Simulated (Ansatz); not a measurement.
# A frame of liquid Na2CO3 from 1140 K (192 atoms): geometry optimisation

Aim: bring a frame of liquid Na2CO3 from 1140 K (192 atoms) to a nearby minimum of the energy and see what moves.

Method: Kohn-Sham DFT, r2SCAN, PAW (set soft_2), plane waves, in Ansatz 0.2.0.

### Step 1. Set-up

The cell holds 192 atoms: 32 C, 96 O and 64 Na. Cell: a = 14.193 Å, b = 14.193 Å, c = 14.193 Å, α = 90.0°, β = 90.0°, γ = 90.0°. 64 Na+, 32 CO3 2- placed at random, at 1.97 g/cm³; overlaps pushed apart, then 10 ps at 1540 K with harmonic planar carbonate ions with charges +1 on C and -1 on O; Joung-Cheatham ions (J. Phys. Chem. B 112, 9020 (2008)); charges of ions scaled by 0.8. Snapshot after 20 ps at 1140 K and fixed volume. The starting density is a measured one.

What the set-up can't give: The network of bonds at the start is that of the classical potential that made the cell. Only the Γ point is sampled, in a cell whose shortest periodic width is 14 Å.

### Step 2. Single point at the start

The forces at the start show how far the geometry lies from a minimum of this functional.

File input.yaml:

```yaml
crystal:
  lattice:
    - [14.19262, 0.0, 0.0]
    - [0.0, 14.19262, 0.0]
    - [0.0, 0.0, 14.19262]
  atoms:
    - { symbol: C, position: [0.48969, 0.00632, 0.59955] }
    - { symbol: O, position: [0.4058, 0.02326, 0.64036] }
    - { symbol: O, position: [0.547, 0.07391, 0.5884] }
    - { symbol: O, position: [0.50378, 0.9229, 0.57756] }
    [... 182 atom lines left out ...]
    - { symbol: Na, position: [0.56647, 0.3704, 0.9078] }
    - { symbol: Na, position: [0.29139, 0.44028, 0.62942] }
    - { symbol: Na, position: [0.78947, 0.15951, 0.44639] }
    - { symbol: Na, position: [0.22806, 0.10428, 0.1016] }
    - { symbol: Na, position: [0.96534, 0.3948, 0.34729] }
    - { symbol: Na, position: [0.39809, 0.85193, 0.67136] }
kpoints:
  mp_grid: { grid: [1, 1, 1] }
hamiltonian:
  xc: r2scan
scf:
  occupations: { method: fixed }
output:
  forces: true
  stress: true
  populations: true
  dos:
    method: { smearing: { sigma: 0.15 } }
    de: 0.1
    projected: { site_lists: { C: [C], Na: [Na], O: [O] } }
  eigenvalues: true
```

On the command line:

```sh
$ ansatz run input.yaml --threads 8 --pin off --max-ram 15872MiB --backend cpu --events-out ev --progress --plain --runs-dir out
```

The job ended after 2 min (8 threads of Arm Neoverse V2, shared host; peak memory 9.7 GiB; 15 min of CPU time).

Read from the output:

```yaml
free_energy: -157970.6271 eV
free_energy_per_atom: -822.7637 eV/atom
scf_cycles: 11
pressure: 0.4466 GPa
r_m_s_force_component: 2.029 eV/Å
longest_force: 14.84 eV/Å
fermi_energy: 2.702 eV
spacing_of_highest_filled_and_lowest_empty_level: 2.115 eV
spilling_of_the_projection: 0.00666
```

The r.m.s. force component of 2.0 eV/Å and the pressure of 0.45 GPa set the starting point.

Length of the force by element:

```
element  coordination  atoms  mean length of the force (eV/Å)  spread  least  most
      C           all     32                             4.53    2.75   1.44  11.9
     Na           all     64                            0.676   0.278  0.182  1.47
      O           all     96                             2.82    2.65  0.171  14.8
```

### Step 3. Relaxation

With the cell held, the atoms are moved downhill towards a nearby minimum.

input.yaml, the sections that differ from step 2:

```yaml
output:
  forces: true
relax:
  f_tol: 0.05
  max_steps: 156
# crystal, kpoints, hamiltonian, scf: as in step 2
```

Run time: 43 min. Hardware: 8 threads; peak memory 9 GiB.

Step by step (22 of 46):

```
step  energy less that of the first step (eV)  largest force component (eV/Å)
   1                                   0.0000                         10.7725
   3                                 -20.1473                          2.3138
   5                                 -26.6247                          1.4564
   7                                 -29.8083                          0.7849
  10                                 -31.4559                          0.3275
  12                                 -32.0079                          0.5751
  14                                 -32.6383                          0.4339
  16                                 -33.0246                          0.8159
  18                                 -33.2734                          0.5080
  20                                 -33.4734                          0.8046
  22                                 -33.8508                          0.7027
  25                                 -34.0897                          0.1666
  27                                 -34.2513                          0.1292
  29                                 -34.3287                          0.4530
  31                                 -34.4563                          0.5510
  33                                 -34.5434                          0.2472
  35                                 -34.5849                          0.9615
  37                                 -34.6689                          0.2515
  40                                 -34.8050                          0.5447
  42                                 -34.9175                          0.2574
  44                                 -34.9578                          0.3013
  46                                 -34.9923                          0.0462
```

Relaxation step 35 was tried and not accepted.

The atoms that moved most (Å):

```
 atom      dx      dy      dz  length
  O35  -1.018   1.228  -1.331   2.078
Na173   1.504   1.103  -0.597   1.958
  O58  -0.373   1.088   1.513   1.901
  O32  -1.096  -1.011  -1.051   1.825
Na144  -0.419   1.667  -0.517   1.794
Na146   0.905  -0.134   1.493   1.752
   O8  -0.215   0.958  -1.417   1.723
Na180  -0.461  -1.609   0.406   1.722
```

The relaxation changed the energy by -182 meV/atom, and atoms moved by 0.88 Å r.m.s., 2.1 Å at most.

### Step 4. Distances and neighbours after relaxation

Bonds before and after, by the cutoffs listed below:

```
pair  bonds before  bonds after  mean before (Å)  mean after (Å)  spread before (Å)  spread after (Å)
O-Na           308          331            2.518           2.421              0.203             0.131
 O-C            96           96            1.284           1.292              0.053             0.007
```

Density 1.97 g/cm³, 14.89 Å³ an atom.

Pair distribution functions g(r), in bins of 0.2 Å:

```
r (Å)  total   O-O  O-Na    O-C  Na-Na  Na-C   C-C
 1.20   3.19  0.00  0.00  19.15   0.00  0.00  0.00
 1.40   0.42  0.00  0.00   2.53   0.00  0.00  0.00
 1.60   0.00  0.00  0.00   0.00   0.00  0.00  0.00
 1.80   0.00  0.00  0.00   0.00   0.00  0.00  0.00
 2.00   0.00  0.00  0.00   0.00   0.00  0.00  0.00
 2.20   1.78  4.78  1.74   0.00   0.00  0.00  0.00
 2.40   2.33  0.00  7.00   0.00   0.00  0.00  0.00
 2.60   0.70  0.00  1.42   0.00   0.00  2.06  0.00
 2.80   0.64  0.00  0.36   0.00   0.14  4.55  0.00
 3.00   0.43  0.21  0.18   0.12   0.85  1.77  0.00
 3.20   0.99  1.16  0.44   0.32   2.06  2.44  0.00
 3.40   1.04  1.46  0.45   0.41   1.92  2.12  0.18
 3.60   0.99  1.25  0.73   0.46   1.71  1.35  0.34
 3.80   0.98  0.98  0.92   1.19   1.47  0.43  0.61
 4.00   1.12  1.25  1.33   1.31   0.98  0.21  0.56
 4.20   1.08  0.97  1.11   1.87   0.88  0.25  0.88
 4.40   1.08  0.97  1.09   1.81   0.74  0.35  1.72
 4.60   0.99  0.97  0.86   1.39   1.06  0.50  1.99
 4.80   0.91  1.00  0.74   1.22   0.94  0.48  2.01
 5.00   0.90  0.88  1.00   1.06   0.67  0.47  1.78
 5.20   1.06  1.12  1.06   1.07   0.90  0.76  2.21
 5.40   1.06  1.37  0.92   0.89   0.93  0.95  2.00
 5.60   1.06  1.09  1.09   1.00   0.79  1.25  0.78
 5.80   1.05  0.90  1.06   0.95   1.12  1.64  0.40
 6.00   1.01  0.86  0.84   1.06   1.51  1.25  1.04
 6.20   1.00  1.02  0.98   0.87   1.16  1.23  0.41
 6.40   0.96  0.90  0.95   0.89   1.04  1.27  0.60
 6.60   0.92  0.92  1.04   0.75   0.70  1.09  0.67
```

Bonds by pair of elements; cutoffs follow the first minimum of g(r), held within bounds set by covalent radii, and pairs that aren't listed don't count as bonded:

```
pair A-B  cutoff (Å)  bonds  mean length (Å)  spread (Å)  shortest (Å)  B about A  A about B
    O-Na        2.93    331             2.42       0.131          2.18       3.45       5.17
     O-C        1.73     96             1.29       0.007          1.27          1          3
```

How many atoms have how many bonded neighbours:

```
element  mean   3   4   5   6  7
      C     3  32   0   0   0  0
     Na  5.17   0  14  27  21  2
      O  4.45   2  52  39   3  0
```

Bond angles, per cent of each kind in bins of 5°:

```
angle (°)  O-Na-O  Na-O-Na  C-O-Na  O-C-O
    45–50     0.4      0.0     0.0    0.0
    50–55     7.2      0.0     0.0    0.0
    55–60     3.9      0.0     0.0    0.0
    60–65     0.0      0.2     0.0    0.0
    65–70     0.1      1.2     0.6    0.0
    70–75     1.0      3.8     0.3    0.0
    75–80     4.1      5.7     2.7    0.0
    80–85     7.3     13.0     9.4    0.0
    85–90    10.8     14.0    14.8    0.0
    90–95    10.4     10.7    18.1    0.0
   95–100     7.4      7.6     6.7    0.0
  100–105     5.5      6.4     2.7    0.0
  105–110     3.5      4.3     3.9    0.0
  110–115     5.1      5.5     4.8    0.0
  115–120     4.9      3.5     4.2   53.1
  120–125     4.4      2.6     4.5   46.9
  125–130     3.9      1.9     5.1    0.0
  130–135     4.6      2.1     3.0    0.0
  135–140     3.4      2.1     3.0    0.0
  140–145     3.4      2.6     3.6    0.0
  145–150     2.8      2.1     3.3    0.0
  150–155     1.7      2.4     0.9    0.0
  155–160     0.6      2.1     3.0    0.0
  160–165     1.1      2.4     1.8    0.0
  165–170     1.6      1.7     1.8    0.0
  170–175     0.6      2.1     1.2    0.0
  175–180     0.3      0.0     0.3    0.0
```

Bond angles (no mean is given where the spread exceeds 20°):

```
  angle  count  mean (°)  spread (°)
 O-Na-O    711         -           -
Na-O-Na    422         -           -
 C-O-Na    331         -           -
  O-C-O     96       120         0.8
```

Bond length by coordination (bonds to H left out):

```
element  coordination  atoms  mean bond length (Å)
     Na             4     14                  2.35
     Na             5     27                  2.40
     Na             6     21                  2.47
     Na             7      2                  2.49
      O             3      2                  1.93
      O             4     52                  2.10
      O             5     39                  2.23
      O             6      3                  2.33
```

With the cutoffs above, all C atoms have 3, 42 % of Na atoms have 5 and 54 % of O atoms have 4 bonded neighbours.

### Step 5. Single point at the relaxed geometry

One more single point at the end of the walk gives the fuller output and checks the residual forces.

File input.yaml:

```yaml
crystal:
  lattice:
    - [14.19262, 0.0, 0.0]
    - [0.0, 14.19262, 0.0]
    - [0.0, 0.0, 14.19262]
  atoms:
    - { symbol: C, position: [0.48872, 0.98792, 0.58868] }
    - { symbol: O, position: [0.3994, 0.98467, 0.60239] }
    - { symbol: O, position: [0.53113, 0.06912, 0.58424] }
    - { symbol: O, position: [0.53805, 0.91206, 0.58064] }
    [... 182 atom lines left out ...]
    - { symbol: Na, position: [0.53153, 0.31985, 0.89005] }
    - { symbol: Na, position: [0.31048, 0.453, 0.65482] }
    - { symbol: Na, position: [0.78382, 0.18967, 0.41705] }
    - { symbol: Na, position: [0.22217, 0.12229, 0.06298] }
    - { symbol: Na, position: [0.98052, 0.44395, 0.37966] }
    - { symbol: Na, position: [0.42702, 0.84098, 0.70338] }
kpoints:
  mp_grid: { grid: [1, 1, 1] }
hamiltonian:
  xc: r2scan
scf:
  occupations: { method: fixed }
output:
  forces: true
  stress: true
  populations: true
  dos:
    method: { smearing: { sigma: 0.08 } }
    de: 0.1
    projected: { site_lists: { C: [C], Na: [Na], O: [O] } }
  eigenvalues: true
  write_density: true
  write_potential: true
  volumetric_format: npy
```

Wall time 1.9 min (8 threads); peak memory 9.7 GiB.

The program notes that the exchange-correlation potential is rough where the density is thin.

The run gave:

* free energy: -158005.6194 eV
* free energy per atom: -822.9459 eV/atom
* SCF cycles: 10
* pressure: -1.29 GPa
* r.m.s. force component: 0.01074 eV/Å
* longest force: 0.05704 eV/Å
* Fermi energy: 1.711 eV
* gap (highest filled to lowest empty level): 3.703 eV
* spilling of the projection: 0.006289

Löwdin charges by element and coordination (they lack the spilled electrons, 0.042 e an atom on average):

```
element  coordination  atoms  mean charge (e)  spread   least    most
      C           all     32            0.698  0.0134   0.670   0.720
     Na           all     64            0.802  0.0105   0.778   0.833
     Na             4     14            0.812   0.009   0.800   0.833
     Na             5     27            0.802  0.0092   0.786   0.823
     Na             6     21            0.797  0.0075   0.782   0.814
     Na             7      2            0.785  0.0066   0.778   0.792
      O           all     96           -0.684  0.0147  -0.714  -0.648
      O             3      2           -0.666  0.0027  -0.669  -0.663
      O             4     52           -0.680  0.0153  -0.712  -0.648
      O             5     39           -0.688  0.0127  -0.714  -0.654
      O             6      3           -0.687  0.0071  -0.696  -0.679
```

Density of states as counts of states in windows of 1 eV (from the Fermi level), total and the larger projections:

```
from (eV)  to (eV)  total    O p   C p   O s
      -10       -9    0.0    0.0   0.0   0.0
       -9       -8   35.5   19.8   0.1   9.7
       -8       -7   28.4   15.9   0.1   8.3
       -7       -6  122.6   80.7  24.7  13.3
       -6       -5   69.4   43.5  19.5   5.2
       -5       -3    0.0    0.0   0.0   0.0
       -3       -2  117.2  110.8   0.2   0.3
       -2       -1  138.8  135.8   0.1   0.1
       -1        0   62.8   62.1   0.0   0.0
        0        1    1.2    1.2   0.0   0.0
        1        3    0.0    0.0   0.0   0.0
        3        4    2.0    0.0   0.0   0.4
        4        5   13.1    0.6   0.3   1.3
```

The curve was stored every 0.10 eV, coarse against its broadening of 0.08 eV, so these counts are rough.

With fixed occupations the program's Fermi level is the highest filled level; weight inside the gap is the broadening of levels at its edges.

Between -26 and -10 eV lie 576 more states.

The stored curve holds about 1152 of the 1280 electrons; the rest, give or take the few that broadening carries across the Fermi level, lie in deeper levels below its range.

The levels nearest the highest filled one (over half full), pooled over k-points and spins:

```
level less the highest filled one (eV)  occupation
                                 -0.26           2
                                -0.243           2
                                -0.202           2
                                -0.162           2
                                -0.138           2
                                     0           2
                                  3.70           0
                                  4.29           0
                                  4.42           0
                                  4.46           0
                                  4.62           0
                                  4.74           0
```

Mean Löwdin charges: C +0.70, Na +0.80, O -0.68 e (they miss 0.63 % of the electrons, so they add up to more than the cell's charge).

### Step 6. Summary of results

| Item | Value |
| --- | --- |
| energy change in the relaxation | -182.3 meV/atom |
| r.m.s. displacement | 0.881 Å |
| largest displacement | 2.078 Å |
| free energy per atom | -822.9459 eV/atom |
| pressure | -1.29 GPa |
| r.m.s. force component | 0.01074 eV/Å |
| gap (highest filled to lowest empty level) | 3.703 eV |
| wall time of the 3 DFT runs | 47 min |

Relaxation lowers the energy by 182 meV/atom and moves atoms by 0.88 Å r.m.s.; the r.m.s. force component goes from 2.0 to 0.011 eV/Å, the pressure goes from 0.45 to -1.3 GPa, and the gap from 2.11 to 3.70 eV. By the final cutoffs 57 of 404 bonded pairs parted and 80 joined. First to last step the energy falls by 34.992 eV; the largest move, 2.08 Å, is that of O35. The O-Na bonds change most in mean length: from 2.518 Å (spread 0.203) to 2.421 Å (spread 0.131), and their number from 308 to 331. With the cutoffs above, all C atoms have 3, 42 % of Na atoms have 5 and 54 % of O atoms have 4 bonded neighbours. Between filled and empty levels lie 3.70 eV (at Γ alone); a semilocal functional tends to put such gaps too low. In a disordered cell it changes from sample to sample and from frame to frame.

What to keep in mind: The network of bonds at the start is that of the classical potential that made the cell; in DFT 57 of its 404 bonded pairs passed out of the cutoffs and 80 came within them.

[Logs are printed without paths, hosts, clocks, repeated set-up lines and the standing remarks that a program may print on its own settings, such as how far it seeks lower states.]

[Hosts, paths, dates, database ids (printed as entryN), source tags and the programs' standing remarks are cut or masked in the printed files.]
